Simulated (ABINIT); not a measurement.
## BP (F-43m): G0W0 in ABINIT against the screening cutoff in the self-energy

Wanted: the cheapest screening cutoff in the self-energy that holds the gap of BP (F-43m).

Calculated with ABINIT 10.8.3; PBE and many-body steps on it, plane waves.

Report form: the programs' logs are mostly left out.

**1. Set-up**

It takes space group F-43m (No. 216, cubic). The conventional cell has a = 4.538 Å, b = 4.538 Å, c = 4.538 Å, α = 90.00°, β = 90.00°, γ = 90.00°. B has 4 P at 1.97 Å nearest. Nearest to P lie 4 B at 1.97 Å. Farther neighbours are not listed.

The cell and positions come from the Crystallography Open Database and are kept as given unless a step says otherwise.

**2. Screening, 6×6×6 mesh, 57 bands, screening to 176.9 eV**

This step: ABINIT 10.8.3; RPA screening on PBE, plane waves, norm-conserving pseudopotentials.

The RPA dielectric matrix is built and inverted for each q.

File run.abi:

```
acell 3*1.0 Angstrom
rprim 
  0.000000000000 2.269000000000 2.269000000000
  2.269000000000 0.000000000000 2.269000000000
  2.269000000000 2.269000000000 0.000000000000
ntypat 2
znucl 5 15
natom 2
typat 1 2
xred 
  0.000000000000 0.000000000000 0.000000000000
  0.250000000000 0.250000000000 0.250000000000
pp_dirpath "pseudos"
pseudos "B.upf, P.upf"
ecut 34
ngkpt 6 6 6
nshiftk 1
shiftk 0 0 0
kptopt 1
chksymbreak 0
istwfk *1
occopt 1
irdwfk 1
optdriver 3
nband 57
ecuteps 6.5
inclvkb 2
awtr 1
symchi 1
indata_prefix "in"
outdata_prefix "out"
tmpdata_prefix "tmp"
```

On the command line:

```
$ OMP_NUM_THREADS=1 mpirun -n 4 abinit run.abi > log
```

Run time: 44 s. Hardware: 4 MPI ranks of Arm Neoverse N1, shared host; peak memory 0.57 GiB.

This step gave:

* ε∞ with local fields, on this mesh, along the program's q direction: 9.732
* the same without local fields: 10.65
* plasma frequency: 21.73 eV
* plane waves in the screening matrix: 137

Local fields lower ε∞ by 9 %.

**3. 1.3 Ha**

This step: G0W0 on PBE, plane waves, norm-conserving pseudopotentials.

Changes to run.abi since step 2:

```diff
@@ -23,8 +23,17 @@
 irdwfk 1
-optdriver 3
+optdriver 4
 nband 57
-ecuteps 6.5
-inclvkb 2
-awtr 1
-symchi 1
+gwcalctyp 0
+ecutsigx 34
+symsigma 1
+nkptgw 2
+kptgw 
+  0.0000000000 0.0000000000 0.0000000000
+  0.5000000000 0.5000000000 0.0000000000
+bdgw 
+  2 7
+  3 6
+ecuteps 1.3
+irdscr 1
+ppmodel 1
 indata_prefix "in"
```

Elapsed: 3.5 s, on 4 MPI ranks; peak memory 0.43 GiB.

Numbers from this step:

* G0W0 gap on the points computed: 1.762 eV
* starting gap on the mesh: 1.347 eV
* k of the valence top: 0, 0, 0
* k of the conduction bottom: 0.5, 0.5, 0
* Z at the valence top: 0.805
* Z at the conduction bottom: 0.813
* least direct G0W0 gap on the computed points: 4.110 eV

**4. 2.3 Ha**

The self-energy is evaluated for the states that the input lists, and the levels follow from it, in one-shot runs by the linearised quasiparticle equation.

Changes to run.abi since step 3:

```diff
@@ -35,3 +35,3 @@
   3 6
-ecuteps 1.3
+ecuteps 2.3
 irdscr 1
```

Wall time 3.7 s (4 MPI ranks); peak memory 0.43 GiB.

This step gave:

| Property | Result |
| --- | --- |
| G0W0 gap on the points computed | 1.809 eV |
| starting gap on the mesh | 1.347 eV |
| k of the valence top | 0, 0, 0 |
| k of the conduction bottom | 0.5, 0.5, 0 |
| Z at the valence top | 0.8 |
| Z at the conduction bottom | 0.809 |
| least direct G0W0 gap on the computed points | 4.122 eV |

The gap on the mesh goes from 1.35 eV to 1.81 eV, a correction of +0.46 eV.

**5. 3.2 Ha**

Changes to run.abi since step 4:

```diff
@@ -35,3 +35,3 @@
   3 6
-ecuteps 2.3
+ecuteps 3.2
 irdscr 1
```

It took 4.9 s on 4 MPI ranks; peak memory 0.44 GiB; 19 s of CPU time.

This step gave:

| Quantity | Value |
| --- | --- |
| G0W0 gap on the points computed | 1.912 eV |
| starting gap on the mesh | 1.347 eV |
| k of the valence top | 0, 0, 0 |
| k of the conduction bottom | 0.5, 0.5, 0 |
| least direct G0W0 gap on the computed points | 4.175 eV |

Against the run before, the gap moves by +0.103 eV.

**6. 4.9 Ha**

Changes to run.abi since step 5:

```diff
@@ -35,3 +35,3 @@
   3 6
-ecuteps 3.2
+ecuteps 4.9
 irdscr 1
```

It took 5.3 s on 4 MPI ranks; peak memory 0.45 GiB.

Numbers from this step:

| Item | Value |
| --- | --- |
| G0W0 gap on the points computed | 1.969 eV |
| starting gap on the mesh | 1.347 eV |
| k of the valence top | 0, 0, 0 |
| k of the conduction bottom | 0.5, 0.5, 0 |
| least direct G0W0 gap on the computed points | 4.220 eV |

Against the run before, the gap moves by +0.057 eV.

**7. 6.5 Ha**

Changes to run.abi since step 6:

```diff
@@ -35,3 +35,3 @@
   3 6
-ecuteps 4.9
+ecuteps 6.5
 irdscr 1
```

The job ended after 9 s (4 MPI ranks; peak memory 0.58 GiB).

This step gave:

```yaml
g0w0_gap_on_the_points_computed: 2.012 eV
starting_gap_on_the_mesh: 1.347 eV
k_of_the_valence_top: 0, 0, 0
k_of_the_conduction_bottom: 0.5, 0.5, 0
least_direct_g0w0_gap_on_the_computed_points: 4.259 eV
```

Against the run before, the gap moves by +0.043 eV.

**8. Side by side**

Times are wall times on 4 MPI ranks of Arm Neoverse N1, shared host, good to a factor of about two. A run's time includes the screening step that it read.

| run | mesh | bands | screening cutoff (eV) | DFT gap (eV) | gap on the mesh (eV) | direct (eV) | ε∞ used | time |
| --- | --- | --- | --- | --- | --- | --- | --- | --- |
| 1.3 Ha | 6×6×6 | 57 | 35.4 | 1.347 | 1.762 | 4.110 | 9.73 | 47 s |
| 2.3 Ha | 6×6×6 | 57 | 62.6 | 1.347 | 1.809 | 4.122 | 9.73 | 47 s |
| 3.2 Ha | 6×6×6 | 57 | 87.1 | 1.347 | 1.912 | 4.175 | 9.73 | 48 s |
| 4.9 Ha | 6×6×6 | 57 | 133.3 | 1.347 | 1.969 | 4.220 | 9.73 | 49 s |
| 6.5 Ha | 6×6×6 | 57 | 176.9 | 1.347 | 2.012 | 4.259 | 9.73 | 53 s |

**9. Results**

```json
{
  "1.3 Ha": "1.762 eV",
  "2.3 Ha": "1.809 eV",
  "3.2 Ha": "1.912 eV",
  "4.9 Ha": "1.969 eV",
  "6.5 Ha": "2.012 eV",
  "known limits": "not at the basis limit"
}
```

In words: The setting moved: screening cutoff in the self-energy. From 1.3 Ha to 6.5 Ha the gap moves by +0.25 eV. The last step still moves it by +0.043 eV. Bands and screening cutoff are coupled, so a series along one setting does not show full convergence. Bands and cutoff are finite, so the gap is not at the basis limit. The miss can reach some tenths of an eV and take either sign; the mesh is an error of its own. In the first G0W0 run levels were corrected at 2 k points alone, so a gap called «on the mesh» is the least over those, and an edge elsewhere would be missed.

[Paths, hosts, dates, memory and timing lines, banners, echoed tables and standing remarks are left out of the program output.]

[Logs are printed without paths, hosts, clocks, repeated set-up lines and the standing remarks that a program may print on its own settings, such as how far it seeks lower states.]

[Runs of the session that timed out or met a known fault of the program may be left out.]

[No measured gap is set beside runs whose start may be inverted or whose files or cutoffs have a known fault.]

[Hosts, paths, dates, database ids (printed as entryN), source tags and the programs' standing remarks are cut or masked in the printed files.]

[G0W0 gaps are taken among the corrected bands and points alone; a level outside them can change the order at an edge.]

[Where Ansatz stands beside ABINIT at settings called matched, ABINIT's density can come from a denser mesh and the files from another edition; pairs whose starting gaps differed by over 0.03 eV were left out, so agreement reads better than it is.]
